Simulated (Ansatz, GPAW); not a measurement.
# A 6-layer slab of Cd(0001): converging a work function, part 2 of 2

How do cutoff, mesh, smearing and the dipole layer change the work function of a 6-layer slab of Cd(0001)?

GPAW 26.7.0 and Ansatz 0.2.0; Ansatz plane waves; slab in vacuum with a dipole correction, relaxation (the session's first sound run).

So far, upper work function (eV): step 2 (relaxation) 3.82.

**3. The slab's potential**

With the geometry fixed, the planar mean of the potential gives the vacuum level on each side.

This step: GPAW, PAW setups; slab in vacuum (GPAW 26.7.0).

run.py

```python
import json
import numpy as np
from ase import Atoms
from gpaw import GPAW, PW

slab = Atoms(
    ['Cd', 'Cd', 'Cd', 'Cd', 'Cd', 'Cd'],
    positions=[
        [2.98000, 1.72050, 9.00000],
        [0.00000, 0.00000, 11.81014],
        [2.98000, 1.72050, 14.62028],
        [-0.00000, 0.00000, 17.58126],
        [2.98000, 1.72050, 20.55027],
        [-0.00000, 0.00000, 23.47290]],
    cell=[[2.98, 0.0, 0.0], [1.49, 2.58076, 0.0], [0.0, 0.0, 32.0507]],
    pbc=[True, True, False])

slab.calc = GPAW(mode=PW(400), xc='PBE', kpts={'size': (12, 12, 1), 'gamma': True},
                 occupations={'name': 'fermi-dirac', 'width': 0.1}, nbands='140%',
                 convergence={'density': 1e-05}, maxiter=200,
                 poissonsolver={'dipolelayer': 'xy'},
                 symmetry={'tolerance': 1e-3}, txt='slab.txt')
result = {}
energy = slab.get_potential_energy()
fermi = slab.calc.get_fermi_level()
v = slab.calc.get_electrostatic_potential().mean((0, 1)) - fermi
n = slab.calc.get_pseudo_density().mean((0, 1))
L = slab.cell[2, 2]
z = np.arange(len(v)) * L / len(v)
low, high = slab.positions[:, 2].min(), slab.positions[:, 2].max()
below, above = np.interp([low - 6.8, high + 6.8], z, v)
slopes = [np.interp(x, z, np.gradient(v, z)) for x in (low - 6.8, high + 6.8)]
eps = np.array([[slab.calc.get_eigenvalues(k, s) for k in range(len(slab.calc.get_ibz_k_points()))]
                for s in range(slab.calc.get_number_of_spins())]) - fermi
top, bottom = eps[eps < 0].max(), eps[eps > 0].min()
dipole = slab.get_dipole_moment()[2]
print(f'energy {energy:.4f} eV, Fermi level {fermi:.4f} eV, dipole {dipole:.5f} e A')
print(f'potential 6.8 A off the faces, from the Fermi level: lower {below:.4f} eV, upper {above:.4f} eV')
print(f'slope of the potential there: lower {slopes[0]:.5f}, upper {slopes[1]:.5f} eV/A')
print(f'nearest levels on the mesh: {top:.4f} and {bottom:.4f} eV')
print('magnetic moment', round(slab.get_magnetic_moment(), 3))
result.update(energy=energy, fermi=fermi, dipole=dipole, below=below, above=above, slopes=slopes, edges=[top, bottom],
              z=z.tolist(), v=v.tolist(), n=n.tolist(), positions=slab.positions.tolist(),
              forces=slab.get_forces(apply_constraint=False).tolist(), moments=slab.get_magnetic_moments().tolist())
json.dump(result, open('result.json', 'w'))
```

Command:

```console
$ OMP_NUM_THREADS=1 OPENBLAS_NUM_THREADS=1 python run.py
```

Output:

```text
energy -4.8723 eV, Fermi level 2.2626 eV, dipole -0.00116 e A
potential 6.8 A off the faces, from the Fermi level: lower 3.8345 eV, upper 3.8381 eV
slope of the potential there: lower -0.00015, upper 0.00002 eV/A
nearest levels on the mesh: -0.0832 and 0.0231 eV
magnetic moment 0.0
```

Wall time 3.2 min (1 thread of Arm Neoverse V1, shared host); peak memory 0.25 GiB.

Numbers from this step:

```
dipole along the normal                    : -0.001160 e·Å
levels nearest the Fermi level on the mesh : -0.08323, 0.02313 eV from the Fermi level
upper work function                        : 3.838 eV
lower work function                        : 3.835 eV
```

The electrostatic potential energy of an electron (without an applied field's), less the Fermi level, planar mean oscillates, so the rows of the table below give means over windows of 2.88 Å about each position, cut where the curve ends. Its maxima inside the range that stand out by 2 % of the span (Å: eV): 10.4: 1.12, 13.2: 1.10, 16.1: 1.65, 19.0: 1.67, 22.0: 1.59. Its minima: 9.0: -22.3, 11.9: -22.4, 14.6: -22.5, 17.6: -22.3, 20.5: -22.3, 23.5: -22.2.

The electrostatic potential energy of an electron (without an applied field's), less the Fermi level, planar mean by z; means over each step:

z (Å), electrostatic potential energy of an electron (without an applied field's), less the Fermi level, planar mean (eV) and a bar from the least value:
```
     1.44        3.8 ##############################
     4.32        3.8 ##############################
     7.20        1.1 #######################
    10.08       -7.9 
    12.96       -8.1 
    15.84       -6.9 ###
    18.72       -6.9 ###
    21.60       -7.2 ##
    24.48       -5.1 #######
    27.36        3.8 ##############################
    30.24        3.8 ##############################
```

The pseudo valence density, planar mean oscillates, so the rows of the table below give means over windows of 2.99 Å about each position, cut where the curve ends. Its maxima inside the range that stand out by 2 % of the span (Å: e/Å³): 9.0: 1.52, 11.8: 1.50, 14.5: 1.46, 17.5: 1.50, 20.5: 1.51, 23.5: 1.52. Its minima: 10.5: 0.108, 13.2: 0.107, 16.0: 0.0903, 19.0: 0.0883, 22.0: 0.0922.

The pseudo valence density, planar mean by z; means over each step:

```
z (Å)  pseudo valence density, planar mean (e/Å³)
 4.49                                      1.3e-4
 7.48                                       0.247
10.46                                       0.607
13.46                                       0.591
16.45                                       0.531
19.44                                       0.528
22.43                                       0.539
25.42                                      0.0885
28.41                                      5.0e-5
```

Force by atom:

```
atom  x (eV/Å)  y (eV/Å)  z (eV/Å)   size
 Cd1     0.000     0.000    -0.097  0.097
 Cd2     0.000     0.000    -0.018  0.018
 Cd3     0.000     0.000     0.124  0.124
 Cd4     0.000     0.000     0.001  0.001
 Cd5     0.000     0.000     0.004  0.004
 Cd6     0.000     0.000    -0.011  0.011
```

The potential is flat to 1.5e-4 eV/Å where it is read, so the vacuum is wide enough. The geometry is the other program's minimum; here the largest force on a free atom is 0.011 eV/Å.

**4. Cutoff 200**

The cutoff limits how sharply the smooth valence waves can vary, which tells mostly near the atoms.

run.py, as its differences from that of step 3:

```diff
@@ -17,3 +17,3 @@
 
-slab.calc = GPAW(mode=PW(400), xc='PBE', kpts={'size': (12, 12, 1), 'gamma': True},
+slab.calc = GPAW(mode=PW(200), xc='PBE', kpts={'size': (12, 12, 1), 'gamma': True},
                  occupations={'name': 'fermi-dirac', 'width': 0.1}, nbands='140%',
```

Output:

```text
energy -0.1636 eV, Fermi level 2.2702 eV, dipole -0.00400 e A
potential 6.8 A off the faces, from the Fermi level: lower 3.8841 eV, upper 3.8471 eV
slope of the potential there: lower -0.00754, upper -0.00023 eV/A
nearest levels on the mesh: -0.0841 and 0.0242 eV
magnetic moment 0.0
```

Run time: 88 s. Hardware: 1 thread; peak memory 0.16 GiB.

The run finished. A setting was moved off its sound value on purpose, so it serves as a test and not as the result.

The fault put into the input: a cutoff under that of the base run: the energy of the cell lies 4.7 eV from the base value (ecut = 200).

The two runs compared:

| quantity | this run | sound run | difference |
| --- | --- | --- | --- |
| dipole along the normal (e·Å) | -0.0040013 | -0.0011598 | -0.00284 |
| upper work function (eV) | 3.8471 | 3.8381 | 0.00909 |
| lower work function (eV) | 3.8841 | 3.8345 | 0.0496 |

The two runs differ clearly in the lower work function: 3.88 eV against 3.83 eV.

**5. Cutoff 300**

The cutoff limits how sharply the smooth valence waves can vary, which tells mostly near the atoms.

run.py, as its differences from that of step 4:

```diff
@@ -17,3 +17,3 @@
 
-slab.calc = GPAW(mode=PW(200), xc='PBE', kpts={'size': (12, 12, 1), 'gamma': True},
+slab.calc = GPAW(mode=PW(300), xc='PBE', kpts={'size': (12, 12, 1), 'gamma': True},
                  occupations={'name': 'fermi-dirac', 'width': 0.1}, nbands='140%',
```

Output:

```text
energy -2.9278 eV, Fermi level 2.2663 eV, dipole -0.00110 e A
potential 6.8 A off the faces, from the Fermi level: lower 3.8397 eV, upper 3.8424 eV
slope of the potential there: lower -0.00031, upper -0.00017 eV/A
nearest levels on the mesh: -0.0787 and 0.0225 eV
magnetic moment 0.0
```

Wall time 2.6 min (1 thread); peak memory 0.2 GiB.

The run finished. A setting was moved off its sound value on purpose, so it serves as a test and not as the result.

The fault put into the input: a cutoff under that of the base run: the energy of the cell lies 1.9 eV from the base value (ecut = 300).

Side by side:

```
                quantity  this run  sound run  difference
upper work function (eV)    3.8424     3.8381     0.00432
lower work function (eV)    3.8397     3.8345     0.00521
```

**6. Cutoff 700: ecut = 700**

The cutoff limits how sharply the smooth valence waves can vary, which tells mostly near the atoms.

run.py, as its differences from that of step 5:

```diff
@@ -17,3 +17,3 @@
 
-slab.calc = GPAW(mode=PW(300), xc='PBE', kpts={'size': (12, 12, 1), 'gamma': True},
+slab.calc = GPAW(mode=PW(700), xc='PBE', kpts={'size': (12, 12, 1), 'gamma': True},
                  occupations={'name': 'fermi-dirac', 'width': 0.1}, nbands='140%',
```

Output:

```text
energy -5.4600 eV, Fermi level 2.2615 eV, dipole -0.00108 e A
potential 6.8 A off the faces, from the Fermi level: lower 3.8308 eV, upper 3.8360 eV
slope of the potential there: lower 0.00011, upper -0.00010 eV/A
nearest levels on the mesh: -0.0835 and 0.0231 eV
magnetic moment 0.0
```

Run time: 8.2 min. Hardware: 1 thread; peak memory 0.46 GiB.

Numbers from this step:

* dipole along the normal: -0.001076 e·Å
* levels nearest the Fermi level on the mesh: -0.08354, 0.02314 eV from the Fermi level
* upper work function: 3.836 eV
* lower work function: 3.831 eV

The electrostatic potential energy of an electron (without an applied field's), less the Fermi level, planar mean oscillates, so the rows of the table below give means over windows of 2.9 Å about each position, cut where the curve ends. Its maxima inside the range that stand out by 2 % of the span (Å: eV): 10.4: 1.14, 13.2: 1.10, 16.1: 1.66, 19.1: 1.69, 22.0: 1.58. Its minima: 9.0: -22.4, 11.8: -22.5, 14.6: -22.5, 17.7: -22.0, 20.5: -22.4, 23.5: -21.9.

The electrostatic potential energy of an electron (without an applied field's), less the Fermi level, planar mean by z; means over each step:

z (Å), electrostatic potential energy of an electron (without an applied field's), less the Fermi level, planar mean (eV) and a bar from the least value:
```
     1.45        3.8 ##############################
     4.35        3.8 ##############################
     7.25        0.7 ######################
    10.15       -8.1 
    13.05       -8.2 
    15.95       -6.9 ###
    18.85       -6.8 ###
    21.75       -7.1 ###
    24.65       -4.0 ##########
    27.55        3.8 ##############################
    30.45        3.8 ##############################
```

The pseudo valence density, planar mean oscillates, so the rows of the table below give means over windows of 2.94 Å about each position, cut where the curve ends. Its maxima inside the range that stand out by 2 % of the span (Å: e/Å³): 9.0: 1.52, 11.8: 1.51, 14.6: 1.49, 17.7: 1.48, 20.6: 1.50, 23.5: 1.48. Its minima: 10.5: 0.107, 13.2: 0.107, 16.0: 0.0902, 19.1: 0.0887, 22.1: 0.0928.

The pseudo valence density, planar mean by z; means over each step:

```csv
z (Å),"pseudo valence density, planar mean (e/Å³)"
4.41,1.0e-4
7.35,0.179
10.29,0.592
13.23,0.595
16.17,0.521
19.11,0.516
22.05,0.539
24.99,0.242
27.93,1.4e-4
```

Force by atom:

| atom | x (eV/Å) | y (eV/Å) | z (eV/Å) | size |
| --- | --- | --- | --- | --- |
| Cd1 | 0.000 | 0.000 | -0.102 | 0.102 |
| Cd2 | 0.000 | 0.000 | -0.018 | 0.018 |
| Cd3 | 0.000 | 0.000 | 0.127 | 0.127 |
| Cd4 | 0.000 | 0.000 | 0.001 | 0.001 |
| Cd5 | 0.000 | 0.000 | 0.003 | 0.003 |
| Cd6 | 0.000 | 0.000 | -0.008 | 0.008 |

The upper face's work function is 3.836 eV, against 3.838 eV in the first plane-wave PBE run at this geometry.

**7. K mesh 4×4**

The mesh in the plane samples the bands: a metal's Fermi level needs it dense, and band edges must lie on it.

run.py, as its differences from that of step 6:

```diff
@@ -17,3 +17,3 @@
 
-slab.calc = GPAW(mode=PW(700), xc='PBE', kpts={'size': (12, 12, 1), 'gamma': True},
+slab.calc = GPAW(mode=PW(400), xc='PBE', kpts={'size': (4, 4, 1), 'gamma': True},
                  occupations={'name': 'fermi-dirac', 'width': 0.1}, nbands='140%',
```

Output:

```text
energy -5.0234 eV, Fermi level 1.9264 eV, dipole -0.00167 e A
potential 6.8 A off the faces, from the Fermi level: lower 4.0650 eV, upper 4.0806 eV
slope of the potential there: lower -0.00011, upper -0.00006 eV/A
nearest levels on the mesh: -0.0779 and 0.4884 eV
magnetic moment 0.0
```

Elapsed: 47 s, on 1 thread; peak memory 0.2 GiB.

The run finished with changed settings (kpts = [4, 4]); it serves as a test.

Side by side:

```
                quantity  this run  sound run  difference
upper work function (eV)    4.0806     3.8381       0.243
lower work function (eV)    4.0650     3.8345       0.230
```

The two runs differ clearly in the upper work function: 4.08 eV against 3.84 eV.

**8. K mesh 7×7**

The mesh in the plane samples the bands: a metal's Fermi level needs it dense, and band edges must lie on it.

run.py, as its differences from that of step 7:

```diff
@@ -17,3 +17,3 @@
 
-slab.calc = GPAW(mode=PW(400), xc='PBE', kpts={'size': (4, 4, 1), 'gamma': True},
+slab.calc = GPAW(mode=PW(400), xc='PBE', kpts={'size': (7, 7, 1), 'gamma': True},
                  occupations={'name': 'fermi-dirac', 'width': 0.1}, nbands='140%',
```

Output:

```text
energy -4.9036 eV, Fermi level 2.0333 eV, dipole 0.00093 e A
potential 6.8 A off the faces, from the Fermi level: lower 4.0029 eV, upper 3.9574 eV
slope of the potential there: lower -0.00012, upper -0.00003 eV/A
nearest levels on the mesh: -0.0114 and 0.0324 eV
magnetic moment 0.0
```

The job ended after 98 s (1 thread; peak memory 0.21 GiB).

The run finished with changed settings (kpts = [7, 7]); it serves as a test.

The two runs compared:

```csv
quantity,this run,sound run,difference
upper work function (eV),3.9574,3.8381,0.119
lower work function (eV),4.0029,3.8345,0.168
```

One result that differs is the lower work function, 4.00 eV against 3.83 eV.

**9. K mesh 18×18: kpts = [18, 18]**

The mesh in the plane samples the bands: a metal's Fermi level needs it dense, and band edges must lie on it.

run.py, as its differences from that of step 8:

```diff
@@ -17,3 +17,3 @@
 
-slab.calc = GPAW(mode=PW(400), xc='PBE', kpts={'size': (7, 7, 1), 'gamma': True},
+slab.calc = GPAW(mode=PW(400), xc='PBE', kpts={'size': (18, 18, 1), 'gamma': True},
                  occupations={'name': 'fermi-dirac', 'width': 0.1}, nbands='140%',
```

Output:

```text
energy -4.8624 eV, Fermi level 2.2101 eV, dipole 0.00002 e A
potential 6.8 A off the faces, from the Fermi level: lower 3.8705 eV, upper 3.8464 eV
slope of the potential there: lower -0.00013, upper -0.00004 eV/A
nearest levels on the mesh: -0.0179 and 0.0038 eV
magnetic moment 0.0
```

Wall time 7.2 min (1 thread); peak memory 0.34 GiB.

Numbers from this step:

- dipole along the normal: 1.85e-5 e·Å
- levels nearest the Fermi level on the mesh: -0.01793, 0.003760 eV from the Fermi level
- upper work function: 3.846 eV
- lower work function: 3.871 eV

The upper face's work function is 3.846 eV, against 3.838 eV in the first plane-wave PBE run at this geometry.

**10. Scheme Fermi-Dirac, smearing 0.3**

Smearing changes the occupations near the Fermi level, and with them the level itself. Smearing helps the SCF of a metal converge, but it blurs occupations at band edges near the Fermi level.

run.py, as its differences from that of step 9:

```diff
@@ -17,4 +17,4 @@
 
-slab.calc = GPAW(mode=PW(400), xc='PBE', kpts={'size': (18, 18, 1), 'gamma': True},
-                 occupations={'name': 'fermi-dirac', 'width': 0.1}, nbands='140%',
+slab.calc = GPAW(mode=PW(400), xc='PBE', kpts={'size': (12, 12, 1), 'gamma': True},
+                 occupations={'name': 'fermi-dirac', 'width': 0.3}, nbands='140%',
                  convergence={'density': 1e-05}, maxiter=200,
```

Output:

```text
energy -4.8431 eV, Fermi level 2.1975 eV, dipole 0.00010 e A
potential 6.8 A off the faces, from the Fermi level: lower 3.9028 eV, upper 3.8766 eV
slope of the potential there: lower -0.00012, upper -0.00003 eV/A
nearest levels on the mesh: -0.0147 and 0.0956 eV
magnetic moment 0.0
```

It took 3.2 min on 1 thread; peak memory 0.26 GiB.

Numbers from this step:

```yaml
dipole_along_the_normal: 1.03e-4 e·Å
levels_nearest_the_fermi_level_on_the_mesh: -0.01467, 0.09565 eV from the Fermi level
upper_work_function: 3.877 eV
lower_work_function: 3.903 eV
```

The upper face's work function is 3.877 eV, against 3.838 eV in the first plane-wave PBE run at this geometry.

**11. All levels side by side**

Times are for 1 thread of Arm Neoverse V1, shared host. Results by setting:

```
no.                               run  upper work function (eV)  lower work function (eV)     time  memory (GiB)
  1                                pw                     3.838                     3.835  3.2 min          0.25
  2                        cutoff 700                     3.836                     3.831  8.2 min          0.46
  3                      k mesh 18×18                     3.846                     3.871  7.2 min          0.34
  4  scheme Fermi-Dirac, smearing 0.3                     3.877                     3.903  3.2 min          0.26
```

**12. Without the dipole layer**

The dipole layer is taken out and the cell repeats along the normal.

run.py, as its differences from that of step 10:

```diff
@@ -15,8 +15,7 @@
     cell=[[2.98, 0.0, 0.0], [1.49, 2.58076, 0.0], [0.0, 0.0, 32.0507]],
-    pbc=[True, True, False])
+    pbc=[True, True, True])
 
 slab.calc = GPAW(mode=PW(400), xc='PBE', kpts={'size': (12, 12, 1), 'gamma': True},
-                 occupations={'name': 'fermi-dirac', 'width': 0.3}, nbands='140%',
+                 occupations={'name': 'fermi-dirac', 'width': 0.1}, nbands='140%',
                  convergence={'density': 1e-05}, maxiter=200,
-                 poissonsolver={'dipolelayer': 'xy'},
                  symmetry={'tolerance': 1e-3}, txt='slab.txt')
```

Output:

```text
energy -4.8723 eV, Fermi level 2.2626 eV, dipole -0.00124 e A
potential 6.8 A off the faces, from the Fermi level: lower 3.8356 eV, upper 3.8368 eV
slope of the potential there: lower -0.00026, upper -0.00019 eV/A
nearest levels on the mesh: -0.0832 and 0.0231 eV
magnetic moment 0.0
```

Elapsed: 2.3 min, on 1 thread; peak memory 0.26 GiB.

The run finished with changed settings (dipole = false and pbc_z = true); it serves as a test.

Side by side:

```csv
quantity,this run,sound run,difference
upper work function (eV),3.8368,3.8381,-0.00130
lower work function (eV),3.8356,3.8345,0.00110
```

**13. Side by side**

Results and costs are gathered.

This step: comparison of work functions, dipole and cost (GPAW 26.7.0).

Ladder, by row:

| step | code | work function, upper (eV) | work function, lower (eV) | dipole (e Å) | wall time (s) | peak memory (GiB) | threads |
| --- | --- | --- | --- | --- | --- | --- | --- |
| pw | GPAW | 3.838 | 3.835 | -0.00116 | 194.4 | 0.25 | 1 |
| ecut200 | GPAW | 3.847 | 3.884 | -0.004001 | 87.65 | 0.16 | 1 |
| ecut300 | GPAW | 3.842 | 3.84 | -0.001102 | 156.8 | 0.2 | 1 |
| ecut700 | GPAW | 3.836 | 3.831 | -0.001076 | 489.8 | 0.46 | 1 |
| k4 | GPAW | 4.081 | 4.065 | -0.001673 | 47.45 | 0.2 | 1 |
| k7 | GPAW | 3.957 | 4.003 | 9.25e-4 | 97.77 | 0.21 | 1 |
| k18 | GPAW | 3.846 | 3.871 | 1.85e-5 | 430.9 | 0.34 | 1 |
| smear | GPAW | 3.877 | 3.903 | 1.03e-4 | 191 | 0.26 | 1 |
| nodip | GPAW | 3.837 | 3.836 | -0.001239 | 136.1 | 0.26 | 1 |

**14. What came out**

```
work function, both faces : 3.84 eV
dipole along the normal   : -0.0012 e Å, near the numerical noise
```

**Reading.** With plane waves and PBE the work function is 3.84 eV on the upper face and 3.83 eV on the lower. The measured value for polycrystalline Cd, which weights the faces of low work function, is 4.08 eV (as compiled in "Anisotropic work function of elemental crystals", 2019, arxiv:1902.07811); the relaxed upper face lies 0.24 eV under it with PBE. Measured work functions scatter by a tenth of an eV or more between methods. The other smearing (Fermi-Dirac of 0.3 eV in place of Fermi-Dirac of 0.1) moves the two faces by 0.039 and 0.068 eV on the same mesh; a mesh is converged only for its smearing. Over the sound runs of the table the upper face's work function spans 3.836 (ecut700) to 3.877 eV (smear). The densest mesh tried gives 3.846 and 3.871 eV on the two faces, so the base mesh isn't converged. The small printed dipole stands for a step of 27 meV from the lower to the upper face, and the probes find 3.5 meV; values this small are near the numerical noise of both. The in-plane lattice was kept as typed, which isn't the functional's own and leaves some strain; spin-orbit coupling and temperature are left out.

[Logs are printed without paths, hosts, clocks, repeated set-up lines and the standing remarks that a program may print on its own settings, such as how far it seeks lower states.]

[Hosts, paths, dates, database ids (printed as entryN), source tags and the programs' standing remarks are cut or masked in the printed files.]
